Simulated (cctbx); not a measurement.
**TbTiPd2 across an absorption edge**

Space group Pnma (no. 62), a = 7.3830 Å, b = 7.1290 Å, c = 5.5440 Å, α = 90.00°, β = 90.00°, γ = 90.00°.

```
atom  mult.       x       y       z  Ueq (Å²)
 Tb1      4  0.0173     1/4  0.8494    0.0042
 Pd1      8  0.8138  0.5589  0.5908    0.0052
 Ti1      4  0.3770     1/4  0.1411    0.0063
```

This is a model crystal, built by substitution and not relaxed, with assumed displacement parameters.

Calculated with cctbx: free-atom f′ and f″ from the Sasaki tables, no fine structure; amplitudes in electrons.

| E (eV) | F 0 0 2 | F 0 2 0 | F 1 0 1 | F 1 1 1 |
| --- | --- | --- | --- | --- |
| 23750 | 34.6 | 78.0 | 3.8 | 38.3 |
| 24100 | 32.0 | 82.6 | 3.9 | 36.5 |
| 24230 | 29.8 | 86.5 | 4.9 | 35.0 |
| 24290 | 27.6 | 90.3 | 6.1 | 33.6 |
| 24320 | 25.5 | 94.0 | 7.6 | 32.1 |
| 24335 | 23.5 | 97.7 | 9.0 | 30.7 |
| 24342 | 21.7 | 100.8 | 10.3 | 29.5 |
| 24346 | 19.8 | 104.2 | 11.8 | 28.2 |
| 24354 | 18.8 | 110.2 | 14.5 | 27.0 |
| 24358 | 21.9 | 104.0 | 11.8 | 29.3 |
| 24365 | 24.3 | 99.4 | 10.0 | 31.0 |
| 24380 | 26.7 | 95.0 | 8.2 | 32.7 |
| 24410 | 28.9 | 90.8 | 6.7 | 34.2 |
| 24500 | 31.9 | 85.3 | 5.1 | 36.3 |
| 24750 | 35.1 | 79.3 | 4.3 | 38.5 |

**Question.** Which edge is crossed, and why do the reflections move as they do?

The K edge of Pd. The edge is at 24350 eV. f′ of Pd falls from -4.7 e at 24230 eV to -7.8 e at 4 eV below it, and f″ steps from 0.55 to 3.63 e across it. Over that approach |F| changes by -34 % (0 0 2), +20 % (0 2 0), +141 % (1 0 1) and -19 % (1 1 1): a reflection falls where Pd scatters in phase with the total and rises where it scatters against it; it hardly moves where the Pd term is small or cancels by symmetry. Above the edge the larger f″ enters the imaginary part, where it can add to or cancel the other atoms' f″. The structure is centrosymmetric, so Friedel mates stay equal.

[Logs are printed without paths, hosts, clocks, repeated set-up lines and the standing remarks that a program may print on its own settings, such as how far it seeks lower states.]
